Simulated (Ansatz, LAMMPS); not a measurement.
## Glassy 56SiO2-19BaO-25CaO (mol %) (82 atoms): a short ab initio trajectory

Aim: follow glassy 56SiO2-19BaO-25CaO (mol %) (82 atoms) for a short time with forces from DFT, then look at structure and electrons in the last frame.

Method: Kohn-Sham DFT, PBE, PAW (set soft_2), plane waves, in Ansatz 0.2.0.

**1. Set-up**

The cell holds 82 atoms: 18 Si, 6 Ba, 8 Ca and 50 O. Cell: a = 10.676 Å, b = 10.676 Å, c = 10.676 Å, α = 90.0°, β = 90.0°, γ = 90.0°. 82 atoms (18 Si, 6 Ba, 8 Ca, 50 O) placed at random at 3.25 g/cm³, melted at 4000 K for 10 ps at fixed volume with the Morse and Coulomb pair potential with partial charges (Pedone, Malavasi, Menziani, Cormack and Segre, J. Phys. Chem. B 110, 11780 (2006)). Quenched from 4000 K to 300 K at 10 K/ps and fixed volume, held 10 ps at zero pressure.

Limits known from the start: The quench rate of 10 K/ps far exceeds what a furnace or splat quench reaches, so expect more defects and frozen-in strain than in a real sample. The starting topology of bonds comes from the classical model. The Brillouin zone is sampled at Γ only, in a cell whose shortest periodic width is 11 Å. Spin–orbit coupling is left out, which matters for the levels of the heavy elements.

**2. Dynamics started at 300 K**

Without a thermostat the total energy must stay constant, which tests forces and time step. The time step is 1.0 fs.

The input, input.yaml:

```yaml
crystal:
  lattice:
    - [10.67573, 0.0, 0.0]
    - [0.0, 10.67573, 0.0]
    - [0.0, 0.0, 10.67573]
  atoms:
    - { symbol: Si, position: [0.16391, 0.8242, 0.74932] }
    - { symbol: Si, position: [0.81324, 0.06647, 0.80217] }
    - { symbol: Si, position: [0.46768, 0.06801, 0.74554] }
    - { symbol: Si, position: [0.62494, 0.33345, 0.48466] }
    [... 72 atom lines left out ...]
    - { symbol: O, position: [0.65188, 0.37096, 0.33934] }
    - { symbol: O, position: [0.63514, 0.1795, 0.48915] }
    - { symbol: O, position: [0.16546, 0.70017, 0.37191] }
    - { symbol: O, position: [0.54758, 0.67861, 0.04125] }
    - { symbol: O, position: [0.07141, 0.14609, 0.64331] }
    - { symbol: O, position: [0.95971, 0.63752, 0.48434] }
kpoints:
  mp_grid: { grid: [1, 1, 1] }
hamiltonian:
  xc: pbe
scf:
  occupations: { method: fixed }
output:
  forces: true
md:
  timestep: 1.0
  n_steps: 236
  ensemble: nve
  temperature: 300
  initial_velocities: maxwell_boltzmann
  seed: 4863
```

Command:

```
$ ansatz run input.yaml --threads 4 --pin off --max-ram 8192MiB --backend cpu --events-out ev --progress --plain --runs-dir out
```

The job ended after 41 min (4 threads of Arm Neoverse N1, shared host; peak memory 1.6 GiB).

The program notes that it switched symmetry off.

The trajectory, sampled:

| time (fs) | T (K) | potential (meV/atom) | conserved (meV/atom) |
| --- | --- | --- | --- |
| 0.0 | 300 | 0.0 | 0.00 |
| 16.0 | 497 | -25.3 | -0.10 |
| 31.0 | 461 | -20.7 | -0.12 |
| 47.0 | 564 | -33.9 | -0.14 |
| 63.0 | 496 | -25.1 | -0.12 |
| 79.0 | 507 | -26.5 | -0.12 |
| 94.0 | 520 | -28.2 | -0.12 |
| 110.0 | 488 | -24.1 | -0.13 |
| 126.0 | 465 | -21.2 | -0.10 |
| 142.0 | 475 | -22.4 | -0.09 |
| 157.0 | 541 | -30.9 | -0.12 |
| 173.0 | 517 | -27.9 | -0.15 |
| 189.0 | 497 | -25.3 | -0.13 |
| 205.0 | 454 | -19.8 | -0.10 |
| 220.0 | 450 | -19.2 | -0.11 |
| 236.0 | 545 | -31.4 | -0.13 |

Mean square displacement from the first frame to the last: Si 0.061 Å², Ba 0.14 Å², Ca 0.10 Å², O 0.098 Å².

Table of mean square displacement by time lag:

| time lag (fs) | Ba (Å²) | Ca (Å²) | O (Å²) | Si (Å²) |
| --- | --- | --- | --- | --- |
| 1.0 | 7.0e-6 | 2.4e-5 | 7.8e-5 | 4.8e-5 |
| 5.0 | 1.8e-4 | 6.1e-4 | 0.00190 | 0.00116 |
| 10.0 | 7.1e-4 | 0.00243 | 0.00701 | 0.00422 |
| 20.0 | 0.00283 | 0.00942 | 0.0211 | 0.0120 |
| 25.0 | 0.00442 | 0.0143 | 0.0279 | 0.0150 |
| 30.0 | 0.00635 | 0.0200 | 0.0341 | 0.0172 |
| 35.0 | 0.00860 | 0.0262 | 0.0403 | 0.0189 |
| 40.0 | 0.0112 | 0.0327 | 0.0466 | 0.0206 |
| 49.0 | 0.0165 | 0.0447 | 0.0577 | 0.0241 |
| 54.0 | 0.0198 | 0.0511 | 0.0630 | 0.0260 |
| 59.0 | 0.0234 | 0.0572 | 0.0676 | 0.0280 |
| 64.0 | 0.0272 | 0.0628 | 0.0719 | 0.0300 |
| 69.0 | 0.0311 | 0.0679 | 0.0764 | 0.0325 |
| 79.0 | 0.0396 | 0.0762 | 0.0871 | 0.0383 |
| 83.0 | 0.0432 | 0.0789 | 0.0917 | 0.0405 |
| 88.0 | 0.0477 | 0.0817 | 0.0969 | 0.0427 |
| 93.0 | 0.0524 | 0.0839 | 0.101 | 0.0442 |
| 98.0 | 0.0572 | 0.0856 | 0.105 | 0.0449 |
| 108.0 | 0.0670 | 0.0874 | 0.109 | 0.0456 |
| 113.0 | 0.0720 | 0.0877 | 0.111 | 0.0461 |
| 118.0 | 0.0771 | 0.0877 | 0.112 | 0.0470 |

Over the second half of 236 fs the temperature averages 490 K with swings of 36 K r.m.s. The conserved energy stays within 0.18 meV/atom. From first frame to last Ba has the largest mean square displacement, 0.14 Å² at the end; the farthest move is 0.59 Å. The mean temperature of 490 K lies well off the 300 K of the input: without a thermostat, the energy that the start releases heats the cell. The count of bonds goes from 157 in the first frame to 162 in the last, by one set of cutoffs: 2 pairs passed out of them and 7 came within. The run spans 0.24 ps, too short for its means to be equilibrium values.

**3. Distances and neighbours late in the run**

The g(r) is a mean over the second half; what follows it is taken at the last frame.

Density 3.34 g/cm³, 14.84 Å³ an atom.

Mean of 15 frames. g(r), total and by pair (bins of 0.2 Å):

| r (Å) | total | O-O | O-Si | O-Ca | O-Ba | Si-Si | Si-Ca |
| --- | --- | --- | --- | --- | --- | --- | --- |
| 1.50 | 0.80 | 0.00 | 3.01 | 0.00 | 0.00 | 0.00 | 0.00 |
| 1.70 | 2.94 | 0.00 | 11.01 | 0.00 | 0.00 | 0.00 | 0.00 |
| 1.90 | 0.06 | 0.00 | 0.24 | 0.00 | 0.00 | 0.00 | 0.00 |
| 2.10 | 0.11 | 0.00 | 0.00 | 0.92 | 0.00 | 0.00 | 0.00 |
| 2.30 | 0.55 | 0.02 | 0.00 | 4.44 | 0.12 | 0.00 | 0.00 |
| 2.50 | 0.98 | 1.34 | 0.00 | 2.54 | 2.02 | 0.00 | 0.00 |
| 2.70 | 1.73 | 3.71 | 0.00 | 0.79 | 2.92 | 0.00 | 0.00 |
| 2.90 | 0.83 | 1.33 | 0.04 | 0.34 | 2.29 | 1.22 | 0.43 |
| 3.10 | 0.78 | 0.80 | 0.26 | 0.31 | 1.07 | 4.36 | 1.19 |
| 3.30 | 0.91 | 0.91 | 0.70 | 0.52 | 0.83 | 1.18 | 1.84 |
| 3.50 | 1.04 | 0.83 | 0.98 | 0.42 | 0.84 | 0.08 | 4.03 |
| 3.70 | 1.05 | 0.79 | 1.23 | 0.94 | 0.65 | 0.07 | 2.85 |
| 3.90 | 0.99 | 0.66 | 1.27 | 1.25 | 0.85 | 0.30 | 0.96 |
| 4.10 | 1.05 | 0.71 | 1.54 | 1.10 | 0.77 | 0.88 | 0.58 |
| 4.30 | 1.13 | 0.88 | 1.69 | 1.04 | 1.06 | 0.92 | 0.47 |
| 4.50 | 1.02 | 1.00 | 1.16 | 1.19 | 0.88 | 0.90 | 0.83 |
| 4.70 | 1.06 | 0.98 | 0.94 | 1.63 | 1.37 | 1.06 | 0.73 |
| 4.90 | 1.04 | 1.13 | 0.75 | 1.53 | 1.10 | 1.05 | 1.04 |
| 5.10 | 1.02 | 1.24 | 0.70 | 1.20 | 1.20 | 1.20 | 1.09 |

Bonds by pair of elements; cutoffs follow the first minimum of g(r), held within bounds set by covalent radii, and pairs that aren't listed don't count as bonded:

| pair A-B | cutoff (Å) | bonds | mean length (Å) | spread (Å) | shortest (Å) | B about A | A about B |
| --- | --- | --- | --- | --- | --- | --- | --- |
| O-Si | 2.16 | 72 | 1.65 | 0.061 | 1.55 | 1.44 | 4 |
| O-Ca | 3.18 | 45 | 2.45 | 0.205 | 2.18 | 0.9 | 5.62 |
| O-Ba | 3.29 | 45 | 2.85 | 0.221 | 2.47 | 0.9 | 7.5 |

How many atoms have how many bonded neighbours:

| element | mean | 2 | 3 | 4 | 5 | 6 | 7 | 9 |
| --- | --- | --- | --- | --- | --- | --- | --- | --- |
| Ba | 7.5 | 0 | 0 | 0 | 1 | 1 | 1 | 3 |
| Ca | 5.62 | 0 | 0 | 0 | 4 | 3 | 1 | 0 |
| O | 3.24 | 10 | 21 | 16 | 3 | 0 | 0 | 0 |
| Si | 4 | 0 | 0 | 18 | 0 | 0 | 0 | 0 |

Bond angles (no mean is given where the spread exceeds 20°):

| angle | count | mean (°) | spread (°) |
| --- | --- | --- | --- |
| O-Si-O | 108 | 109 | 6.5 |
| O-Ca-O | 106 | - | - |
| Ba-O-Si | 54 | 107 | 17.7 |
| Ca-O-Si | 52 | - | - |

Oxygen atoms by the number of network formers (Si, P, Ge, B, Al, As, Ga) bound to them:

| network formers bound to O | O atoms | per cent |
| --- | --- | --- |
| 0 | 0 | 0 |
| 1 | 28 | 56 |
| 2 | 22 | 44 |

Network units: each former by its oxygen neighbours and how many of them bridge to another former:

| former | O neighbours | bridging O | atoms |
| --- | --- | --- | --- |
| Si | 4 | 1 | 3 |
| Si | 4 | 2 | 7 |
| Si | 4 | 3 | 5 |
| Si | 4 | 4 | 3 |

Bond length by coordination (bonds to H left out):

| element | coordination | atoms | mean bond length (Å) |
| --- | --- | --- | --- |
| Ba | 5 | 1 | 2.69 |
| Ba | 6 | 1 | 2.83 |
| Ba | 7 | 1 | 2.79 |
| Ba | 9 | 3 | 2.89 |
| Ca | 5 | 4 | 2.38 |
| Ca | 6 | 3 | 2.5 |
| Ca | 7 | 1 | 2.54 |
| O | 2 | 10 | 1.65 |
| O | 3 | 21 | 2.13 |
| O | 4 | 16 | 2.38 |
| O | 5 | 3 | 2.52 |

Rings of the network by King's shortest-path rule, up to 12 atoms, one path for each pair of neighbours; H, halogens, alkali and alkaline-earth atoms are left out, and the last column divides by all other atoms, bonded or not:

| ring size (atoms) | rings | per network atom |
| --- | --- | --- |
| 10 | 1 | 0.015 |

First main peaks of g(r), for some of the pairs, lie near 2.7 Å (O-O), 1.6 Å (O-Si), 2.3 Å (O-Ca), 2.8 Å (O-Ba), 3.1 Å (Si-Si) and 3.5 Å (Si-Ca). With the cutoffs above, 50 % of Ba atoms have 9, 50 % of Ca atoms have 5, 42 % of O atoms have 3 and all Si atoms have 4 bonded neighbours. The O-Si-O angle averages 109° with a spread of 6°. 44 % of the oxygens bridge two formers (Si) and 56 % are non-bridging. The commonest Si unit has 4 oxygens, 2 of them shared with other formers (7 of 18 atoms). All rings counted have 10 atoms.

**4. Single point at the last frame**

The last frame is solved once more, with the analyses that the dynamics left out.

The input, input.yaml:

```yaml
crystal:
  lattice:
    - [10.67573, 0.0, 0.0]
    - [0.0, 10.67573, 0.0]
    - [0.0, 0.0, 10.67573]
  atoms:
    - { symbol: Si, position: [0.15388, 0.80763, 0.75433] }
    - { symbol: Si, position: [0.81612, 0.06139, 0.82883] }
    - { symbol: Si, position: [0.4467, 0.07208, 0.76038] }
    - { symbol: Si, position: [0.6424, 0.3453, 0.49414] }
    [... 72 atom lines left out ...]
    - { symbol: O, position: [0.66464, 0.38203, 0.34807] }
    - { symbol: O, position: [0.62844, 0.19068, 0.49903] }
    - { symbol: O, position: [0.16652, 0.68456, 0.35417] }
    - { symbol: O, position: [0.56333, 0.69759, 0.05467] }
    - { symbol: O, position: [0.07277, 0.19291, 0.645] }
    - { symbol: O, position: [0.93666, 0.62668, 0.46904] }
kpoints:
  mp_grid: { grid: [1, 1, 1] }
hamiltonian:
  xc: pbe
scf:
  occupations: { method: fixed }
output:
  forces: true
  stress: true
  populations: intrinsic
  dos:
    method: { smearing: { sigma: 0.08 } }
    de: 0.1
    projected: { site_lists: { Ba: [Ba], Ca: [Ca], O: [O], Si: [Si] } }
  eigenvalues: true
  write_density: true
  write_potential: true
  volumetric_format: npy
```

It took 32 s on 4 threads; peak memory 1.5 GiB; 2.1 min of CPU time.

Read from the output:

```yaml
free_energy: -90154.6231 eV
free_energy_per_atom: -1099.4466 eV/atom
scf_cycles: 9
pressure: 0.633 GPa
r_m_s_force_component: 1.033 eV/Å
longest_force: 5.614 eV/Å
fermi_energy: 5.094 eV
spacing_of_highest_filled_and_lowest_empty_level: 3.78 eV
```

Neighbours are counted within 2.16 Å (O-Si), 3.18 Å (O-Ca), 3.29 Å (O-Ba), the cutoffs taken from the dynamics.

Length of the force by element and coordination:

| element | coordination | atoms | mean length of the force (eV/Å) | spread | least | most |
| --- | --- | --- | --- | --- | --- | --- |
| Ba | all | 6 | 0.770 | 0.279 | 0.359 | 1.04 |
| Ba | 5 | 1 | 1.04 | 0 | 1.04 | 1.04 |
| Ba | 6 | 1 | 0.429 | 0 | 0.429 | 0.429 |
| Ba | 7 | 1 | 0.949 | 0 | 0.949 | 0.949 |
| Ba | 9 | 3 | 0.734 | 0.283 | 0.359 | 1.04 |
| Ca | all | 8 | 0.903 | 0.583 | 0.226 | 1.86 |
| Ca | 5 | 4 | 0.843 | 0.572 | 0.226 | 1.63 |
| Ca | 6 | 3 | 0.666 | 0.328 | 0.421 | 1.13 |
| Ca | 7 | 1 | 1.86 | 0 | 1.86 | 1.86 |
| O | all | 50 | 1.34 | 0.844 | 0.0832 | 3.90 |
| O | 2 | 10 | 1.32 | 0.616 | 0.627 | 2.77 |
| O | 3 | 21 | 1.30 | 1.06 | 0.0832 | 3.90 |
| O | 4 | 16 | 1.47 | 0.655 | 0.387 | 2.54 |
| O | 5 | 3 | 0.914 | 0.461 | 0.373 | 1.50 |
| Si | all | 18 | 2.37 | 1.13 | 0.449 | 5.61 |

Intrinsic-atomic-orbital charges by element and coordination:

| element | coordination | atoms | mean charge (e) | spread | least | most |
| --- | --- | --- | --- | --- | --- | --- |
| Ba | all | 6 | 1.84 | 0.0197 | 1.80 | 1.86 |
| Ba | 5 | 1 | 1.86 | 0 | 1.86 | 1.86 |
| Ba | 6 | 1 | 1.80 | 0 | 1.80 | 1.80 |
| Ba | 7 | 1 | 1.83 | 0 | 1.83 | 1.83 |
| Ba | 9 | 3 | 1.84 | 0.0146 | 1.82 | 1.85 |
| Ca | all | 8 | 1.74 | 0.0116 | 1.73 | 1.76 |
| Ca | 5 | 4 | 1.74 | 0.0134 | 1.73 | 1.76 |
| Ca | 6 | 3 | 1.74 | 0.0107 | 1.74 | 1.76 |
| Ca | 7 | 1 | 1.74 | 0 | 1.74 | 1.74 |
| O | all | 50 | -1.07 | 0.133 | -1.25 | -0.874 |
| O | 2 | 10 | -0.909 | 0.0166 | -0.929 | -0.874 |
| O | 3 | 21 | -1.09 | 0.123 | -1.25 | -0.909 |
| O | 4 | 16 | -1.13 | 0.103 | -1.25 | -0.941 |
| O | 5 | 3 | -1.21 | 0.0087 | -1.22 | -1.20 |
| Si | all | 18 | 1.60 | 0.0599 | 1.49 | 1.71 |

States in the cell by windows of 1 eV, zero at the Fermi level; the larger projections on atomic orbitals stand beside the total:

| from (eV) | to (eV) | total | O p | Si p | O s | Ba p |
| --- | --- | --- | --- | --- | --- | --- |
| -18 | -17 | 23.2 | 0.5 | 2.6 | 17.2 | 0.1 |
| -17 | -16 | 31.6 | 0.5 | 3.8 | 24.6 | 0.2 |
| -16 | -15 | 6.4 | 0.1 | 0.7 | 5.0 | 0.0 |
| -15 | -12 | 0.0 | 0.0 | 0.0 | 0.0 | 0.0 |
| -12 | -11 | 10.6 | 0.4 | 0.1 | 0.1 | 9.9 |
| -11 | -10 | 20.2 | 1.0 | 0.2 | 0.3 | 18.7 |
| -10 | -9 | 9.2 | 2.9 | 0.2 | 0.3 | 4.8 |
| -9 | -8 | 8.0 | 5.3 | 0.6 | 0.5 | 0.2 |
| -8 | -7 | 9.1 | 6.3 | 0.9 | 0.5 | 0.1 |
| -7 | -6 | 16.7 | 12.2 | 2.6 | 0.5 | 0.1 |
| -6 | -5 | 9.2 | 6.9 | 1.4 | 0.4 | 0.0 |
| -5 | -4 | 36.5 | 28.2 | 3.8 | 2.2 | 0.2 |
| -4 | -3 | 48.0 | 40.3 | 3.5 | 1.7 | 0.3 |
| -3 | -2 | 56.1 | 50.7 | 1.8 | 0.8 | 0.3 |
| -2 | -1 | 66.3 | 61.7 | 1.3 | 0.4 | 0.4 |
| -1 | 0 | 43.6 | 41.4 | 0.6 | 0.1 | 0.2 |
| 0 | 1 | 2.4 | 2.3 | 0.0 | 0.0 | 0.0 |
| 1 | 3 | 0.0 | 0.0 | 0.0 | 0.0 | 0.0 |
| 3 | 4 | 2.0 | 0.0 | 0.0 | 0.4 | 0.0 |
| 4 | 5 | 6.2 | 0.3 | 0.3 | 0.2 | 0.0 |

The curve was stored every 0.10 eV, coarse against its broadening of 0.08 eV, so these counts are rough.

With fixed occupations the program's Fermi level is the highest filled level; weight inside the gap is the broadening of levels at its edges.

Between -26 and -18 eV lie 99 more states.

The levels nearest the highest filled one (over half full), pooled over k-points and spins:

| level less the highest filled one (eV) | occupation |
| --- | --- |
| -0.384 | 2 |
| -0.315 | 2 |
| -0.219 | 2 |
| -0.167 | 2 |
| -0.018 | 2 |
| 0 | 2 |
| 3.78 | 0 |
| 4.54 | 0 |
| 4.72 | 0 |
| 4.96 | 0 |
| 4.98 | 0 |
| 5.12 | 0 |

Mean intrinsic-atomic-orbital charges: Ba +1.84, Ca +1.74, O -1.07, Si +1.60 e.

**5. Outcome**

* mean temperature, second half: 490.1 K
* temperature swing, second half: 36.39 K
* slope of the conserved energy against time, by least squares: -0.0159 meV/atom/ps
* free energy per atom: -1099.4466 eV/atom
* pressure: 0.633 GPa
* r.m.s. force component: 1.033 eV/Å
* gap (highest filled to lowest empty level): 3.78 eV
* wall time of the 2 DFT runs: 41 min

What this shows: Over the second half of 236 fs the temperature averages 490 K with swings of 36 K r.m.s. The conserved energy stays within 0.18 meV/atom. The mean temperature of 490 K lies well off the 300 K of the input: without a thermostat, the energy that the start releases heats the cell. The count of bonds goes from 157 in the first frame to 162 in the last, by one set of cutoffs: 2 pairs passed out of them and 7 came within. The run spans 0.24 ps, too short for its means to be equilibrium values. With the cutoffs above, 50 % of Ba atoms have 9, 50 % of Ca atoms have 5, 42 % of O atoms have 3 and all Si atoms have 4 bonded neighbours. 44 % of the oxygens bridge two formers (Si) and 56 % are non-bridging.

Between filled and empty levels lie 3.78 eV (at Γ alone); a semilocal functional tends to put such gaps too low. In a disordered cell it changes from sample to sample, and tail or defect levels can set it.

What to keep in mind: The network of bonds at the start is that of the classical potential that made the cell; in DFT 2 of its 157 bonded pairs passed out of the cutoffs and 7 came within them. The pressure of a single frame lacks the kinetic term, about 0.46 GPa here.

[Logs are printed without paths, hosts, clocks, repeated set-up lines and the standing remarks that a program may print on its own settings, such as how far it seeks lower states.]

[Hosts, paths, dates, database ids (printed as entryN), source tags and the programs' standing remarks are cut or masked in the printed files.]
